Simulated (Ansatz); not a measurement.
## K (Im-3m): phonon-mediated transition temperature

Aim: the phonon-mediated transition temperature of K (Im-3m) at ambient pressure, over a range of μ*. The cell shown first is a relaxed one, from steps not shown here.

Method: DFT PBE, scalar-relativistic, plane waves, PAW; PAW set soft_1, in Ansatz 0.2.0.

This is a report of a sequence of runs, with most program output left out.

## Step 1: The cell after earlier relaxation steps

It takes space group Im-3m (No. 229, cubic). Conventional cell: a = 5.286 Å, b = 5.286 Å, c = 5.286 Å, α = 90.00°, β = 90.00°, γ = 90.00°. Nearest to K lie 8 K at 4.58 Å.

## Step 2: Resistivity: q 4×4×4, k 12×12×12, scattering 16×16×16

The run that gives the couplings also evaluates McMillan's and Allen and Dynes's formulas and, where asked, the Eliashberg equations, over a range of μ*.

input.yaml

```yaml
crystal:
  lattice:
    - [-2.6429320685, 2.6429320685, 2.6429320685]
    - [2.6429320685, -2.6429320685, 2.6429320685]
    - [2.6429320685, 2.6429320685, -2.6429320685]
  atoms:
    - { symbol: K, position: [0.0, 0.0, 0.0] }
kpoints:
  mp_grid: { grid: [12, 12, 12] }
hamiltonian:
  xc: pbe
  pseudopotentials: { kind: paw, azcp: { folder: soft_1 } }
scf:
  occupations: { method: methfessel_paxton, width: 0.2 }
output:
  eigenvalues: true
phonons:
  method: dfpt
  qmesh: [4, 4, 4]
  temperatures: { t_max: 1000, t_step: 50 }
  qpath:
    path:
      - [[0.0, 0.0, 0.0], [0.5, -0.5, 0.5], [0.0, 0.0, 0.5], [0.0, 0.0, 0.0], [0.25, 0.25, 0.25], [0.5, -0.5, 0.5]]
      - [[0.25, 0.25, 0.25], [0.0, 0.0, 0.5]]
    npoints: 6
  electrical_resistivity:
    mesh: [16, 16, 16]
    temperatures: [20.0, 50.0, 80.0, 100.0, 150.0, 200.0, 273.0, 300.0, 400.0, 500.0, 600.0, 800.0]
  superconductivity: { mesh: [16, 16, 16] }
```

Command:

```
$ ansatz run input.yaml --threads 16 --pin off --max-ram 92160MiB --backend cuda --events-out ev --progress --plain --runs-dir out --max-vram 78GiB
```

The job ended after 22 s (1 × NVIDIA GB200 with 16 threads of Arm Neoverse V2, shared host; peak memory 5.4 GiB).

This step gave:

| Item | Value |
| --- | --- |
| volume per atom | 73.84 Å³/atom |
| metallic on mesh | yes |
| gap on the k-mesh | 0 eV |
| zero point energy | 0.009287 eV/cell |
| share of imaginary modes in the plain interpolation between solved wavevectors | 0 |
| highest frequency, solved or plainly interpolated | 76.33 cm⁻¹ |
| Debye temperature (second moment) | 99 K |
| resistivity at 300 K | 6.986 μΩ cm |
| coupling constant λ | 0.1382 |
| density of states at the Fermi level | 0.3893 states/eV a spin and cell |
| log mean phonon energy ħω_log | 6.037 meV |
| transport coupling constant λ_tr | 0.102, 0.102, 0.102 (xx, yy, zz) |
| Drude plasma energy | 4.144, 4.144, 4.144 eV (xx, yy, zz) |
| resistivity times mean free path | 22.51, 22.51, 22.51 × 10⁻¹⁶ Ω m² (xx, yy, zz) |
| second-moment phonon energy ħω₂ | 6.997 meV |
| coupling λ by branch | 0.036, 0.0184, 0.0837 (branches by rank of frequency) |

An empty cell: under 1 mK by a formula, or no transition down to the floor of the Eliashberg search. Transition temperatures:

| μ* | McMillan Tc (K) | Allen–Dynes Tc (K) |
| --- | --- | --- |
| 0.08 | - | - |
| 0.1 | - | - |
| 0.12 | - | - |
| 0.13 | - | - |
| 0.14 | - | - |
| 0.16 | - | - |
| 0.2 | - | - |

## Step 3: Coupling and resistivity: q 4×4×4, k 16×16×16, scattering 20×20×20

The next rung changes the k mesh of the density and its response; the scattering mesh, which samples the Fermi surface.

input.yaml, as its differences from that of step 2:

```diff
@@ -8,3 +8,3 @@
 kpoints:
-  mp_grid: { grid: [12, 12, 12] }
+  mp_grid: { grid: [16, 16, 16] }
 hamiltonian:
@@ -26,4 +26,4 @@
   electrical_resistivity:
-    mesh: [16, 16, 16]
+    mesh: [20, 20, 20]
     temperatures: [20.0, 50.0, 80.0, 100.0, 150.0, 200.0, 273.0, 300.0, 400.0, 500.0, 600.0, 800.0]
-  superconductivity: { mesh: [16, 16, 16] }
+  superconductivity: { mesh: [20, 20, 20] }
```

Wall time 27 s (1 × NVIDIA GB200 with 16 threads); peak memory 5.5 GiB; 4.4 min of CPU time.

Numbers from this step:

```
zero point energy                                 : 0.009304 eV/cell
highest frequency, solved or plainly interpolated : 76.5 cm⁻¹
resistivity at 300 K                              : 6.995 μΩ cm
coupling constant λ                               : 0.142
density of states at the Fermi level              : 0.3896 states/eV a spin and cell
log mean phonon energy ħω_log                     : 5.962 meV
transport coupling constant λ_tr                  : 0.1022, 0.1022, 0.1022 (xx, yy, zz)
Drude plasma energy                               : 4.154, 4.154, 4.154 eV (xx, yy, zz)
resistivity times mean free path                  : 22.44, 22.44, 22.44 × 10⁻¹⁶ Ω m² (xx, yy, zz)
second-moment phonon energy ħω₂                   : 6.954 meV
coupling λ by branch                              : 0.0365, 0.0182, 0.0873 (branches by rank of frequency)
```

An empty cell: under 1 mK by a formula, or no transition down to the floor of the Eliashberg search. Transition temperatures:

| μ* | McMillan Tc (K) | Allen–Dynes Tc (K) |
| --- | --- | --- |
| 0.08 | - | - |
| 0.1 | - | - |
| 0.12 | - | - |
| 0.13 | - | - |
| 0.14 | - | - |
| 0.16 | - | - |
| 0.2 | - | - |

Between step 2 and this run (k-mesh 16×16×16 and scattering mesh 20×20×20) the value for the log mean phonon energy ħω_log moves from 6.04 meV to 5.96 meV.

## Step 4: Coupling and resistivity: q 4×4×4, k 16×16×16, scattering 28×28×28

The next rung changes the scattering mesh, which samples the Fermi surface.

input.yaml, as its differences from that of step 3:

```diff
@@ -26,4 +26,4 @@
   electrical_resistivity:
-    mesh: [20, 20, 20]
+    mesh: [28, 28, 28]
     temperatures: [20.0, 50.0, 80.0, 100.0, 150.0, 200.0, 273.0, 300.0, 400.0, 500.0, 600.0, 800.0]
-  superconductivity: { mesh: [20, 20, 20] }
+  superconductivity: { mesh: [28, 28, 28] }
```

Run time: 50 s. Hardware: 1 × NVIDIA GB200 with 16 threads; peak memory 5.6 GiB; 9.8 min of CPU time.

Numbers from this step:

```yaml
coupling_constant_lambda: 0.1424
density_of_states_at_the_fermi_level: 0.39 states/eV a spin and cell
log_mean_phonon_energy_omega_log: 5.931 meV
drude_plasma_energy: 4.161, 4.161, 4.161 eV (xx, yy, zz)
resistivity_times_mean_free_path: 22.39, 22.39, 22.39 × 10⁻¹⁶ Ω m² (xx, yy, zz)
second_moment_phonon_energy_omega: 6.942 meV
coupling_lambda_by_branch: 0.0368, 0.0181, 0.0874 (branches by rank of frequency)
```

An empty cell: under 1 mK by a formula, or no transition down to the floor of the Eliashberg search. Transition temperatures:

| μ* | McMillan Tc (K) | Allen–Dynes Tc (K) |
| --- | --- | --- |
| 0.08 | - | - |
| 0.1 | - | - |
| 0.12 | - | - |
| 0.13 | - | - |
| 0.14 | - | - |
| 0.16 | - | - |
| 0.2 | - | - |

The Eliashberg function α²F has structure finer than the step of the table below, so its rows give means over 0.5 meV, whole bins alone (the curve runs from 0.037 to 9.46 meV). Peaks (meV: height): α²F 8.86: 0.279; α²F tr 8.94: 0.200.

The Eliashberg function α²F by phonon energy; means over each step:

| phonon energy (meV) | α²F | α²F tr |
| --- | --- | --- |
| 0.5 | 9.7e-5 | 0 |
| 1.0 | 8.7e-4 | 3.0e-5 |
| 1.5 | 0.00267 | 0.00110 |
| 2.0 | 0.00901 | 0.00927 |
| 2.5 | 0.0147 | 0.0146 |
| 3.0 | 0.0193 | 0.0175 |
| 3.5 | 0.0237 | 0.0207 |
| 4.0 | 0.0261 | 0.0222 |
| 4.5 | 0.0252 | 0.0188 |
| 5.0 | 0.0271 | 0.0191 |
| 5.5 | 0.0309 | 0.0213 |
| 6.0 | 0.0379 | 0.0268 |
| 6.5 | 0.0496 | 0.0353 |
| 7.0 | 0.0609 | 0.0415 |
| 7.5 | 0.0669 | 0.0415 |
| 8.0 | 0.0855 | 0.0515 |
| 8.5 | 0.167 | 0.106 |
| 9.0 | 0.233 | 0.164 |

## Step 5: Outcome

```yaml
meshes: q 4×4×4, k 16×16×16, scattering 28×28×28
coupling_constant_lambda: 0.142
log_mean_phonon_energy_omega_log: 5.93 meV
```

In the last run (PBE, q 4×4×4, k 16×16×16, scattering 28×28×28), with λ = 0.14 and ħω_log = 5.93 meV, Tc at μ* = 0.13 is under 1 mK by the formulas. Wikipedia's list of superconducting elements holds no transition of K at normal pressure, in line with the calculation. In that run Allen and Dynes's formula gives no transition above 0.05 K at μ* = 0.10 or more. The run's transport test calls it not converged in the mesh. Over the runs, λ takes the values 0.138, 0.142 and 0.142, in the order shown. μ* is a typed number, phonons are harmonic, and spin fluctuations are left out; with λ this near or under μ*(1 + 0.62 λ), the formulas give Tc only to its order of magnitude, or none.

[Logs are printed without paths, hosts, clocks, repeated set-up lines and the standing remarks that a program may print on its own settings, such as how far it seeks lower states.]

[Hosts, paths, dates, database ids (printed as entryN), source tags and the programs' standing remarks are cut or masked in the printed files.]
